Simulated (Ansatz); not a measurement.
Rows from a G0W0 calculation on Ga2S3 (Imm2) (Ansatz 0.2.0; G0W0 on LDA, plane waves, PAW; PAW set soft_1; 4×4×4 mesh, 402 empty bands, screening to 138 eV, PAW set soft_1 files), in eV. Spin-orbit coupling is left out.

```
row                         k  band  start       Σx  Σc at the solution      Vxc
  A  (-0.500, -0.500, -0.500)    c2  7.748  -10.568              -4.326  -15.653
  B  (-0.500, -0.500, -0.500)    c1  7.507   -7.265              -4.078  -11.899
  C  (-0.500, -0.500, -0.500)    v1  5.510  -18.830               2.249  -15.851
  D                         Γ    c2  7.938   -8.178              -4.331  -13.168
  E                         Γ    v1  5.379  -18.689               2.221  -15.746
  F                         Γ    c1  6.759  -10.239              -3.905  -14.806
```

Question: Give the quasiparticle energies and the shift of each level.

The quasiparticle equation reads E = start + Σx + Σc(E) − Vxc.

```
row  E (eV)  shift (eV)
  A   8.508      +0.760
  B   8.062      +0.556
  C   4.780      −0.730
  D   8.597      +0.659
  E   4.657      −0.721
  F   7.420      +0.661
```

The gap over the computed points goes from 1.25 eV to 2.64 eV.

Limits: not at the basis limit; no spin-orbit coupling.

[Paths, hosts, dates, memory and timing lines, banners, echoed tables and standing remarks are left out of the program output.]

[Logs are printed without paths, hosts, clocks, repeated set-up lines and the standing remarks that a program may print on its own settings, such as how far it seeks lower states.]

[Runs of the session that timed out or met a known fault of the program may be left out.]

[Cells called generated may have been cut or substituted from an entry of the Crystallography Open Database or the Materials Project.]

[Hosts, paths, dates, database ids (printed as entryN), source tags and the programs' standing remarks are cut or masked in the printed files.]
